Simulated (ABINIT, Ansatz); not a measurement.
## Sr2H6Os (Fm-3m): G0W0 with ABINIT, start to end

How does a plane-wave GW calculation on Sr2H6Os (Fm-3m) run from the first input to the gap?

Method: PBEsol and many-body steps on it, plane waves, in ABINIT 10.8.3.

## (1) Starting point

Symmetry: Fm-3m, No. 225, cubic system. Conventional cell: a = 7.625 Å, b = 7.625 Å, c = 7.625 Å, α = 90.00°, β = 90.00°, γ = 90.00°. Sr has 12 H at 2.70 Å nearest. Nearest to H lie 1 Os at 1.72 Å and 4 H at 2.44 Å and 4 Sr at 2.70 Å. Nearest to Os lie 6 H at 1.72 Å. Farther neighbours are not listed.

As a file:

```cif
data_structure
_symmetry_space_group_name_H-M 'Fm-3m'
_symmetry_Int_Tables_number 225
_cell_length_a 7.6246
_cell_length_b 7.6246
_cell_length_c 7.6246
_cell_angle_alpha 90.000
_cell_angle_beta 90.000
_cell_angle_gamma 90.000
_cell_volume 443.24
loop_
_atom_site_label
_atom_site_type_symbol
_atom_site_symmetry_multiplicity
_atom_site_Wyckoff_symbol
_atom_site_fract_x
_atom_site_fract_y
_atom_site_fract_z
_atom_site_occupancy
Sr1 Sr 8 c 0.25000 0.25000 0.75000 1
H1 H 24 e 0.00000 0.00000 0.77385 1
Os1 Os 4 a 0.00000 0.00000 0.00000 1
```

The cell and positions are those that the Materials Project relaxed with its own functionals (PBE, PBE+U or r2SCAN), kept fixed. Spin-orbit coupling is left out unless a step names it.

## (2) Ground state

This step: ABINIT 10.8.3; DFT, PBEsol, plane waves, norm-conserving pseudopotentials.

The ground-state density comes first.

run.abi

```
acell 3*1.0 Angstrom
rprim 
  0.000000000000 3.812277830000 3.812277830000
  3.812277830000 -0.000000000000 3.812277830000
  3.812277830000 3.812277830000 0.000000000000
ntypat 3
znucl 38 1 76
natom 9
typat 1 1 2 2 2 2 2 2 3
xred 
  0.750000000000 0.750000000000 0.750000000000
  0.250000000000 0.250000000000 0.250000000000
  0.773847590000 0.773847590000 0.226152410000
  0.226152410000 0.773847590000 0.226152410000
  0.773847590000 0.226152410000 0.226152410000
  0.226152410000 0.226152410000 0.773847590000
  0.773847590000 0.226152410000 0.773847590000
  0.226152410000 0.773847590000 0.773847590000
  0.000000000000 0.000000000000 0.000000000000
pp_dirpath "pseudos"
pseudos "Sr.upf, H.upf, Os.upf"
ecut 33
ngkpt 6 6 6
nshiftk 1
shiftk 0 0 0
kptopt 1
chksymbreak 0
nband 29
occopt 1
tolvrs 1e-10
nstep 60
prtwf 0
optforces 0
optstress 0
indata_prefix "in"
outdata_prefix "out"
tmpdata_prefix "tmp"
```

Launch:

```bash
OMP_NUM_THREADS=1 mpirun -n 4 abinit run.abi > log
```

Numbers of over 12 decimals in the logs are rounded to 6 here.

The log of the run:

```text
.Version 10.8.3 of ABINIT. v10.8.2 released Aug 2026.

 Symmetries : space group Fm -3 m (#225); Bravais cF (face-center cubic)
================================================================================
 Values of the parameters that define the memory need of the present run
     intxc =       0    ionmov =       0      iscf =       7    lmnmax =       8
     lnmax =       8     mgfft =      54  mpssoang =       4    mqgrid =    3001
     natom =       9  nloc_mem =       1    nspden =       1   nspinor =       1
    nsppol =       1      nsym =      48    n1xccc =    2501    ntypat =       3
    occopt =       1   xclevel =       2
-    mband =          29        mffmem =           1         mkmem =           4
       mpw =        6790          nfft =      157464          nkpt =          16
================================================================================
  Rough estimation (10% accuracy) of disk space for files :
================================================================================

--------------------------------------------------------------------------------
------------- Echo of variables that govern the present computation ------------
--------------------------------------------------------------------------------
 -outvars: echo values of preprocessed input variables --------
            acell      1.8897261259E+00  1.8897261259E+00  1.8897261259E+00 Bohr

      chksymbreak           0
             ecut      3.30000000E+01 Hartree
-          fftalg         312

              ixc     -116133
              kpt      0.00000000E+00  0.00000000E+00  0.00000000E+00
                       1.66666667E-01  0.00000000E+00  0.00000000E+00
                       3.33333333E-01  0.00000000E+00  0.00000000E+00
                       5.00000000E-01  0.00000000E+00  0.00000000E+00
                       1.66666667E-01  1.66666667E-01  0.00000000E+00
                       3.33333333E-01  1.66666667E-01  0.00000000E+00
                       5.00000000E-01  1.66666667E-01  0.00000000E+00
                      -3.33333333E-01  1.66666667E-01  0.00000000E+00
                      -1.66666667E-01  1.66666667E-01  0.00000000E+00
   [... 5 further rows ...]
                      -3.33333333E-01  3.33333333E-01  1.66666667E-01
                      -3.33333333E-01  5.00000000E-01  1.66666667E-01
         kptrlatt        6    0    0      0    6    0      0    0    6
          kptrlen      6.11293333E+01
P           mkmem           4
            natom           9
            nband          29
            ngfft          54      54      54
             nkpt          16
            nstep          60
             nsym          48
           ntypat           3
              occ      2.000000  2.000000  2.000000  2.000000  2.000000  2.000000
                       2.000000  2.000000  2.000000  2.000000  2.000000  2.000000
                       2.000000  2.000000  2.000000  2.000000  2.000000  2.000000
                       2.000000  2.000000  2.000000  0.000000  0.000000  0.000000
                       0.000000  0.000000  0.000000  0.000000  0.000000
        optforces           0
        optstress           0
            prtwf           0
            rprim      0.0000000000E+00  3.8122778300E+00  3.8122778300E+00
[...]
spgroup         225

           tolvrs      1.00000000E-10

             xred      7.5000000000E-01  7.5000000000E-01  7.5000000000E-01
[...]
znucl       38.00000    1.00000   76.00000

================================================================================

 chkinp: Checking input parameters for consistency.

================================================================================
== DATASET  1 ==================================================================
-   mpi_nproc: 4, omp_nthreads: 1 (-1 if OMP is not activated)

--- !DatasetInfo
iteration_state: {dtset: 1, }
dimensions: {natom: 9, nkpt: 16, mband: 29, nsppol: 1, nspinor: 1, nspden: 1, mpw: 6790, }
cutoff_energies: {ecut:  33.0, pawecutdg:  -1.0, }
electrons: {nelect:   4.20000000E+01, charge:   0.00000000E+00, occopt:   1.00000000E+00, tsmear:   1.00000000E-02, }

 Real(R)+Recip(G) space primitive vectors, cartesian coordinates (Bohr,Bohr^-1):
 R(1)=  0.0000000  7.2041610  7.2041610  G(1)= -0.0694043  0.0694043  0.0694043
 R(2)=  7.2041610  0.0000000  7.2041610  G(2)=  0.0694043 -0.0694043  0.0694043
 R(3)=  7.2041610  7.2041610  0.0000000  G(3)=  0.0694043  0.0694043 -0.0694043
 Unit cell volume ucvol=  7.4779099E+02 bohr^3
 Angles (23,13,12)=  6.00000000E+01  6.00000000E+01  6.00000000E+01 degrees

 getcut: wavevector=  0.0000  0.0000  0.0000  ngfft=  54  54  54
         ecut(hartree)=     33.000   => boxcut(ratio)=   2.05032

--- Pseudopotential description ------------------------------------------------
- Sr Generated using ONCVPSP code by D. R. Hamann
- 38.00000  10.00000  180301                  znucl, zion, pspdat
12 -116133 2 -1 1834                          pspcod,pspxc,lmax,lloc,mmax
     nproj     2     2     2     0
  pspatm : epsatm=   12.46451298
         --- l  ekb(1:nproj) -->
[...]
pspatm: atomic psp has been read  and splines computed

- H Generated using ONCVPSP code by D. R. Hamann
-  1.00000   1.00000  180301                  znucl, zion, pspdat
12 -116133 1 -1 1180                          pspcod,pspxc,lmax,lloc,mmax
     nproj     2     1     0     0
  pspatm : epsatm=    0.35585368
         --- l  ekb(1:nproj) -->
[...]
1   -0.494138
 pspatm: atomic psp has been read  and splines computed

- Os Generated using ONCVPSP code by D. R. Hamann
- 76.00000  16.00000  180301                  znucl, zion, pspdat
12 -116133 3 -1 1328                          pspcod,pspxc,lmax,lloc,mmax
     nproj     2     2     2     2
  pspatm : epsatm=   26.11825285
         --- l  ekb(1:nproj) -->
[...]
pspatm: atomic psp has been read  and splines computed

   2.23366084E+03                                ecore*ucvol(ha*bohr**3)
--------------------------------------------------------------------------------

_setup2: Arith. and geom. avg. npw (full set) are    6768.736    6768.723

================================================================================

--- !BeginCycle
iteration_state: {dtset: 1, }
solver: {iscf: 7, nstep: 60, nline: 4, wfoptalg: 0, }
tolerances: {tolvrs: 1.00E-10, }

     iter   Etot(hartree)      deltaE(h)  residm     vres2
 ETOT  1  -173.04125204378    -1.730E+02 4.053E-02 1.190E+03
 ETOT  2  -173.14167749916    -1.004E-01 6.718E-03 4.663E+02
 ETOT  3  -173.18247082336    -4.079E-02 6.017E-03 2.412E+02
 ETOT  4  -173.21343106491    -3.096E-02 1.072E-03 1.214E+00
 ETOT  5  -173.21349173734    -6.067E-05 1.538E-03 1.010E-01
 ETOT  6  -173.21349562075    -3.883E-06 4.270E-04 1.961E-02
 ETOT  7  -173.21349740708    -1.786E-06 8.507E-04 2.261E-04
 ETOT  8  -173.21349742435    -1.727E-08 9.062E-04 5.621E-06
 ETOT  9  -173.21349742507    -7.171E-10 8.880E-04 6.577E-08
 ETOT 10  -173.21349742508    -1.049E-11 7.017E-04 1.666E-09
 ETOT 11  -173.21349742508    -1.990E-13 2.553E-04 2.174E-11

 At SCF step   11       vres2   =  2.17E-11 < tolvrs=  1.00E-10 =>converged.

--- !ResultsGS
iteration_state: {dtset: 1, }
comment   : Summary of ground state results
lattice_vectors:
- [  0.0000000,   7.2041610,   7.2041610, ]
- [  7.2041610,  -0.0000000,   7.2041610, ]
- [  7.2041610,   7.2041610,   0.0000000, ]
lattice_lengths: [  10.18822,   10.18822,   10.18822, ]
lattice_angles: [ 60.000,  60.000,  60.000, ] # degrees, (23, 13, 12)
lattice_volume:   7.4779099E+02
convergence: {deltae: -1.990E-13, res2:  2.174E-11, residm:  2.553E-04, diffor:  0.000E+00, }
etotal    :  -1.73213497E+02
entropy   :   0.00000000E+00
fermie    :   1.85073637E-01
cartesian_stress_tensor: null
pressure_GPa: null
xred      :
- [  7.5000E-01,   7.5000E-01,   7.5000E-01, Sr]
- [  2.5000E-01,   2.5000E-01,   2.5000E-01, Sr]
- [  7.7385E-01,   7.7385E-01,   2.2615E-01,  H]
- [  2.2615E-01,   7.7385E-01,   2.2615E-01,  H]
- [  7.7385E-01,   2.2615E-01,   2.2615E-01,  H]
- [  2.2615E-01,   2.2615E-01,   7.7385E-01,  H]
- [  7.7385E-01,   2.2615E-01,   7.7385E-01,  H]
- [  2.2615E-01,   7.7385E-01,   7.7385E-01,  H]
- [  0.0000E+00,   0.0000E+00,   0.0000E+00, Os]
cartesian_forces: null
force_length_stats: {min: null, max: null, mean: null, }

 Integrated electronic density in atomic spheres:
 ------------------------------------------------
 Atom  Sphere_radius  Integrated_density
[...]
================================================================================

 ----iterations are completed or convergence reached----

 Mean square residual over all n,k,spin=   12.729E-07; max=  25.531E-05
 reduced coordinates (array xred) for    9 atoms
[...]
0.773847590000      0.226152410000      0.226152410000
       0.226152410000      0.226152410000      0.773847590000
       0.773847590000      0.226152410000      0.773847590000
       0.226152410000      0.773847590000      0.773847590000
       0.000000000000      0.000000000000      0.000000000000
 rms dE/dt=  0.0000E+00; max dE/dt=  0.0000E+00; dE/dt below (all hartree)
    1       0.000000000000      0.000000000000      0.000000000000
    2       0.000000000000      0.000000000000      0.000000000000
    3       0.000000000000      0.000000000000      0.000000000000
    4       0.000000000000      0.000000000000      0.000000000000
    5       0.000000000000      0.000000000000      0.000000000000
    6       0.000000000000      0.000000000000      0.000000000000
    7       0.000000000000      0.000000000000      0.000000000000
    8       0.000000000000      0.000000000000      0.000000000000
    9       0.000000000000      0.000000000000      0.000000000000

 cartesian coordinates (angstrom) at end:
    1      5.718417     5.718417     5.718417
[...]
5      1.724312     3.812278     3.812278
    6      3.812278     3.812278     1.724312
    7      3.812278     5.900244     3.812278
    8      5.900244     3.812278     3.812278
    9      0.000000     0.000000     0.000000
 length scales=  1.889726125908  1.889726125908  1.889726125908 bohr
              =  1.000000000000  1.000000000000  1.000000000000 angstroms
 prteigrs : about to open file out_EIG
 Fermi (or HOMO) energy (hartree) =   0.18507   Average Vxc (hartree)=  -0.35929
 Eigenvalues (hartree) for nkpt=  16  k points:
 kpt#   1, nband= 29, wtk=  0.00463, kpt=  0.0000  0.0000  0.0000 (reduced coord)
  -2.89754   -1.40597   -1.40597   -1.40597   -1.05391   -1.05139   -0.39931   -0.39931
  -0.39931   -0.38943   -0.38943   -0.38943   -0.06151    0.03521    0.03521    0.09729
   0.09729    0.09729    0.18507    0.18507    0.18507    0.32779    0.33296    0.33296
   0.45506    0.45506    0.45515    0.46441    0.46441
 prteigrs : prtvol=0 or 1, do not print more k-points.

--- !EnergyTerms
iteration_state     : {dtset: 1, }
comment             : Components of total free energy in Hartree
kinetic             :  4.96274163174292E+01
hartree             :  4.19954370646007E+01
xc                  : -3.93028004546245E+01
Ewald energy        : -1.02820583748387E+02
psp_core            :  2.98701223491021E+00
local_psp           : -1.40946357740949E+02
non_local_psp       :  1.52463789019408E+01
total_energy        : -1.73213497425080E+02
total_energy_eV     : -4.71337938145107E+03
band_energy         : -2.14092436139685E+01

== END DATASET(S) ==============================================================
================================================================================

 -outvars: echo values of variables after computation  --------
           etotal     -1.7321349743E+02
            nband          29
             nkpt          16
          spgroup         225
 [... the other variables as echoed above ...]

 Calculation completed.
```

Wall time 32 s (4 MPI ranks of Intel Xeon 6975P-C (Granite Rapids), shared host); peak memory 0.46 GiB.

Numbers from this step:

```yaml
total_energy: -4713.3794 eV
gap: 2.319 eV
k_of_the_valence_top: 0, 0, 0
k_of_the_conduction_bottom: 0.5, 0.5, 0
least_direct_gap: 2.383 eV
```

The gap is indirect, with the least direct gap 0.06 eV higher.

[end of part 1 of 3]

[Paths, hosts, dates, memory and timing lines, banners, echoed tables and standing remarks are left out of the program output.]

[Logs are printed without paths, hosts, clocks, repeated set-up lines and the standing remarks that a program may print on its own settings, such as how far it seeks lower states.]

[Runs of the session that timed out or met a known fault of the program may be left out.]

[Hosts, paths, dates, database ids (printed as entryN), source tags and the programs' standing remarks are cut or masked in the printed files.]

[G0W0 gaps are taken among the corrected bands and points alone; a level outside them can change the order at an edge.]

[Where Ansatz stands beside ABINIT at settings called matched, ABINIT's density can come from a denser mesh and the files from another edition; pairs whose starting gaps differed by over 0.03 eV were left out, so agreement reads better than it is.]
